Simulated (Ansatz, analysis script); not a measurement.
Records of electronic-structure calculations. Some values are withheld and marked by numbers in brackets.

```json
{"subject": "FeSb: spin spirals and exchange", "lattice_ang": [[4.06, 0.0, 0.0], [-2.03, 3.5161, 0.0], [0.0, 0.0, 5.13]], "atoms": [["Fe", 0.0, 0.0, 0.0], ["Fe", 0.0, 0.0, 0.5], ["Sb", 0.3333, 0.6667, 0.25], ["Sb", 0.6667, 0.3333, 0.75]], "method": "LDA, PAW set soft_2 (files made for PBE); spin spirals by the generalised Bloch theorem, no spin–orbit coupling (and 2 further levels or steps)", "program": "Ansatz 0.2.0 and analysis script 1", "settings_of_one_run": "cutoff 420 eV, 12×12×8 k-mesh, Fermi-Dirac occupations, smearing width 0.05 eV, cone angle 90 °, directions locked on, wavevectors 9, starting moments -1.45 -1.45 0 0 μB", "notes": "The database entry behind the starting cell differs from later determinations by our own check (0.1 to 0.3 % short, probably kX units). The program’s warnings: symmetry auto disabled. No spin model is given, since this treatment keeps to cells with one magnetic atom. States with other phases between the sublattices can lie lower than any point of this path.", "results": {"lowest_point_of_the_path": "[1]", "highest_point": "61.5 meV a magnetic atom"}}
```

Fill in the bracketed values.

[1] lowest point of the path (FeSb): q = (0.333, 0.333, 0), -53.9 meV a magnetic atom from q = 0. The state at q = (0.333, 0.333, 0) lies 53.9 meV a magnetic atom below the ferromagnetic start, so that start is not the lowest state.

[Logs and program files are shortened in this print: banners, set-up blocks, solver, clock and traceback lines can be left out without a mark of their own.]

[Logs are printed without paths, hosts, clocks, repeated set-up lines and the standing remarks that a program may print on its own settings, such as how far it seeks lower states.]

[Hosts, paths, dates, database ids (printed as entryN), source tags and the programs' standing remarks are cut or masked in the printed files.]
